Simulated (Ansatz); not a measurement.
## Electron–phonon scattering in Ag-Zn stack of (111) layers

Wanted: the electron–phonon coupling λ, α²F(ω) and the phonon-limited resistivity of Ag-Zn stack of (111) layers, on meshes from cheap to dear.

Calculated with Ansatz 0.2.0; DFT PBEsol, scalar-relativistic, plane waves, PAW; PAW set soft_1.

Most raw output is cut from this account.

**1. Starting point**

The cell holds 2 atoms: 1 Ag and 1 Zn. Cell: a = 2.776 Å, b = 2.776 Å, c = 13.267 Å, α = 90.0°, β = 90.0°, γ = 120.0°. Vacuum lies along c.

**2. Relaxation**

Lattice constant and positions set the bands and the force constants, so the cell is relaxed first.

The input, input.yaml:

```yaml
crystal:
  lattice:
    - [2.77596, 0.0, 0.0]
    - [-1.38798, 2.40405, 0.0]
    - [0.0, 0.0, 13.26656]
  atoms:
    - { symbol: Ag, position: [0.0, 0.0, 0.4145762] }
    - { symbol: Zn, position: [0.33333333, 0.66666667, 0.5854238] }
  periodic: [true, true, false]
kpoints:
  mp_grid: { grid: [12, 12, 1] }
hamiltonian:
  xc: pbesol
  pseudopotentials: { kind: paw, azcp: { folder: soft_1 }, xc_functional: pbe }
scf:
  occupations: { method: gaussian, width: 0.1 }
output:
  forces: true
  stress: true
  eigenvalues: true
  write_density: true
  write_potential: true
  elf: true
  volumetric_format: npy
relax:
  adjacent_minimum: "off"
  f_tol: 0.005
  max_steps: 80
  cell: { stress_2d_tol: 0.02 }
```

Command:

```bash
ansatz run input.yaml --threads 4 --pin off --max-ram 20480MiB --backend cpu --events-out ev --progress --plain --runs-dir out
```

Elapsed: 24 s, on 4 threads of Arm Neoverse V1, shared host; peak memory 0.5 GiB; 89 s of CPU time.

Step by step:

```
step  energy less that of the first step (eV)  largest force component (eV/Å)  volume (Å³)
   1                                   0.0000                          0.0955       189.08
   2                                  -0.0235                          0.1005       184.00
   3                                  -0.0282                          0.0974       175.65
   4                                  -0.0353                          0.0127       178.96
   5                                  -0.0353                          0.0091       178.79
   6                                  -0.0354                          0.0002       178.90
  7*                                  -0.0341                          0.0004       178.90
```

Relaxation steps marked * repeat the geometry before them on a plane-wave basis chosen anew for their cell, so energy and pressure can jump there.

Forces are held to the 6 operations that the run works with; a distortion that breaks them can't arise in this run.

```
cell as run  before  after  change
      a (Å)   2.776  2.700  -2.7 %
      b (Å)   2.776  2.700  -2.7 %
```

The atoms that moved most (Å, along periodic axes as changes of fractional coordinates times the final cell, across vacuum about the mean position):

```
atom     dx     dy      dz  length
 Ag1  0.000  0.000  -0.069   0.069
 Zn2  0.000  0.000   0.069   0.069
```

The relaxed structure:

```cif
data_structure
_symmetry_space_group_name_H-M 'P 1'
_symmetry_Int_Tables_number 1
_cell_length_a 2.7002
_cell_length_b 2.7002
_cell_length_c 28.3331
_cell_angle_alpha 90.000
_cell_angle_beta 90.000
_cell_angle_gamma 120.000
_cell_volume 178.90
loop_
_atom_site_label
_atom_site_type_symbol
_atom_site_fract_x
_atom_site_fract_y
_atom_site_fract_z
_atom_site_occupancy
Ag1 Ag 0.00000 0.00000 0.19168 1
Zn2 Zn 0.33333 0.66667 0.27655 1
```

This step gave:

| Quantity | Value |
| --- | --- |
| metallic on mesh | yes |
| gap on the k-mesh | 0 eV |

ELF in the ca plane at fractional y = 0.000, with atoms of Ag within 0.2 Å of it. It is the smooth field of the valence electrons, not physical close to the nuclei.

Ten even steps from '0' (0.00) to '9' (0.80), each cell a mean:
```
00000000011235786422344443210000000000000000
00000000001224554322223333210000000000000000
00000000001222333222222233210000000000000000
00000000001122222222212223210000000000000000
00000000001122222222222233210000000000000000
00000000001223444222222333210000000000000000
00000000011235675422333443210000000000000000
00000000011235896422345543210000000000000000
```
Columns run along c (16.0 Å, from fractional 0.00 to 0.56 of the cell), rows up along a (2.7 Å). Atoms in or near the plane, at fractional coordinates: Ag at (0.19, 0.00).

Electrostatic potential energy in the ca plane at fractional y = 0.000, with atoms of Ag within 0.2 Å of it. With pseudopotentials it is smooth inside the atoms' cores, unlike the true potential.

Ten even steps from '0' (-30 eV) to '9' (0 eV), each cell a mean:
```
99999999999850130278888899999999999999999999
99999999999972000588877899999999999999999999
99999999999986435788634789999999999999999999
99999999999998778888401689999999999999999999
99999999999998667888522689999999999999999999
99999999999984102688766889999999999999999999
99999999999860010378888899999999999999999999
99999999999840360178888999999999999999999999
```
Columns run along c (16.0 Å, from fractional 0.00 to 0.56 of the cell; values clipped at the 3rd and 97th percentile), rows up along a (2.7 Å). Atoms in or near the plane, at fractional coordinates: Ag at (0.19, 0.00).

Valence density in the ca plane at fractional y = 0.000, with atoms of Ag within 0.2 Å of it. It is the smooth field of the valence electrons, not physical close to the nuclei.

Ten steps, logarithmic in the rise over the least value, from '0' (0 e/Å³) to '9' (20 e/Å³), each cell a mean:
```
00000000000136897421111100000000000000000000
00000000000024675311111100000000000000000000
00000000000012343111222110000000000000000000
00000000000001121111233210000000000000000000
00000000000011222111222110000000000000000000
00000000000013554211122100000000000000000000
00000000000025887411111100000000000000000000
00000000000137998521111100000000000000000000
```
Columns run along c (16.0 Å, from fractional 0.00 to 0.56 of the cell), rows up along a (2.7 Å). Atoms in or near the plane, at fractional coordinates: Ag at (0.19, 0.00).

The relaxation ends with a largest force component of 3.6e-4 eV/Å.

**3. Relaxing tightly for phonons**

Residual forces and stress shift phonon frequencies, so the cell is relaxed again, with tight thresholds and the mesh and smearing of this input.

input.yaml, the sections that differ from step 2:

```yaml
crystal:
  lattice:
    - [2.7001629868, 0.0, 0.0]
    - [-1.3500814934, 2.3384097409, 0.0]
    - [0.0, 0.0, 28.3331198725]
  atoms:
    - { symbol: Ag, position: [0.0, 0.0, 0.1916826435] }
    - { symbol: Zn, position: [0.3333333333, 0.6666666667, 0.2765524136] }
  periodic: [true, true, false]
scf:
  occupations: { method: methfessel_paxton, width: 0.2 }
output:
  forces: true
  stress: true
  eigenvalues: true
relax:
  adjacent_minimum: "off"
  f_tol: 0.001
  max_steps: 60
  cell: { stress_2d_tol: 0.002 }
# kpoints, hamiltonian: as in step 2
```

Elapsed: 8.9 s, on 4 threads; peak memory 0.48 GiB; 33 s of CPU time.

Little changed from the start: no atom moved by 0.005 Å and no cell edge by 0.1 %.

**4. Phonons: q 2×2×1, k 6×6×1**

Couplings are defined for a stable lattice alone, so phonons come first.

input.yaml, the sections that differ from step 3:

```yaml
crystal:
  lattice:
    - [2.7002214964, 0.0, 0.0]
    - [-1.3501107482, 2.3384604117, 0.0]
    - [0.0, 0.0, 28.3331198725]
  atoms:
    - { symbol: Ag, position: [0.0, 0.0, 0.1916725709] }
    - { symbol: Zn, position: [0.3333333333, 0.6666666667, 0.2765624862] }
  periodic: [true, true, false]
kpoints:
  mp_grid: { grid: [6, 6, 1] }
output:
  eigenvalues: true
phonons:
  method: dfpt
  qmesh: [2, 2, 1]
  temperatures: { t_max: 1000, t_step: 50 }
  qpath:
    path:
      - [0.0, 0.0, 0.0]
      - [0.5, 0.0, 0.0]
      - [0.33333333, 0.33333333, 0.0]
      - [0.0, 0.0, 0.0]
    npoints: 10
# hamiltonian, scf: as in step 3
# relax: removed
```

Elapsed: 19 s, on 4 threads; peak memory 0.69 GiB.

This step gave:

```
zero point energy                                                              : 0.04100 eV/cell
share of imaginary modes in the plain interpolation between solved wavevectors : 0.0023
highest frequency, solved or plainly interpolated                              : 230.9 cm⁻¹
```

Solved on the 2×2×1 mesh alone; all other wavevectors are interpolated. The phonon branches at the labelled points (cm⁻¹):

```
  point  branch 1  branch 2  branch 3  branch 4  branch 5  branch 6
      Γ         0         0         0        44        44       112
halfway        32        72        91        98       122       165
      M        42        88        98       124       167       231
halfway        38        88       116       153       161       222
      K        34        88       143       146       196       197
halfway        34        87        95       112       131       177
      Γ         0         0         0        44        44       112
```

Lowest modes at the softest wavevector of the mesh. Modes at q = (0.500, 0.000, 0.000), with each element's share of the kinetic energy:

```
mode  frequency (cm⁻¹)  Ag %  Zn %
   1              41.6    98     2
   2              88.3     0   100
   3              97.6     2    98
   4             124.3    98     2
   5             166.7     2    98
   6             230.9   100     0
```

Displacements in mode 1 (41.6 cm⁻¹), the largest set to 1, in the home cell:
```
Ag1 -0.01  0.00  1.00
Zn2  0.15  0.09  0.01
```

Displacements in mode 3 (97.6 cm⁻¹), the largest set to 1, in the home cell:
```
Ag1 -0.06  0.10  0.00
Zn2 -0.58  1.00  0.00
```

Among the solved wavevectors the lowest mode, translations apart, is 41.6 cm⁻¹, so these are real on this k mesh.

**5. Coupling and resistivity: q 3×3×1, k 9×9×1, scattering 18×18×1**

Phonons, couplings and the Boltzmann equation in one run.

Changes to input.yaml since step 4:

```diff
@@ -10,3 +10,3 @@
 kpoints:
-  mp_grid: { grid: [6, 6, 1] }
+  mp_grid: { grid: [9, 9, 1] }
 hamiltonian:
@@ -20,3 +20,3 @@
   method: dfpt
-  qmesh: [2, 2, 1]
+  qmesh: [3, 3, 1]
   temperatures: { t_max: 1000, t_step: 50 }
@@ -29 +29,4 @@
     npoints: 10
+  electrical_resistivity:
+    mesh: [18, 18, 1]
+    temperatures: [20.0, 50.0, 77.0, 100.0, 150.0, 200.0, 300.0, 400.0, 600.0, 800.0]
```

The job ended after 56 s (4 threads; peak memory 0.86 GiB).

The run ended with an error.

The program's message: “electrical resistivity: the mode of lowest frequency at the wavevector [0.3333, 0.3333, 0.0000] is imaginary, -22.40 cm⁻¹ (written negative): the force constants describe an unstable lattice; relax th …”

The run stops because a mode is imaginary on the scattering mesh, where no scattering rate is defined; denser k meshes, other smearings and, between solved wavevectors, finer q meshes show whether the instability is real.

(Continued in part 2 of 2.)

[Logs are printed without paths, hosts, clocks, repeated set-up lines and the standing remarks that a program may print on its own settings, such as how far it seeks lower states.]

[Hosts, paths, dates, database ids (printed as entryN), source tags and the programs' standing remarks are cut or masked in the printed files.]
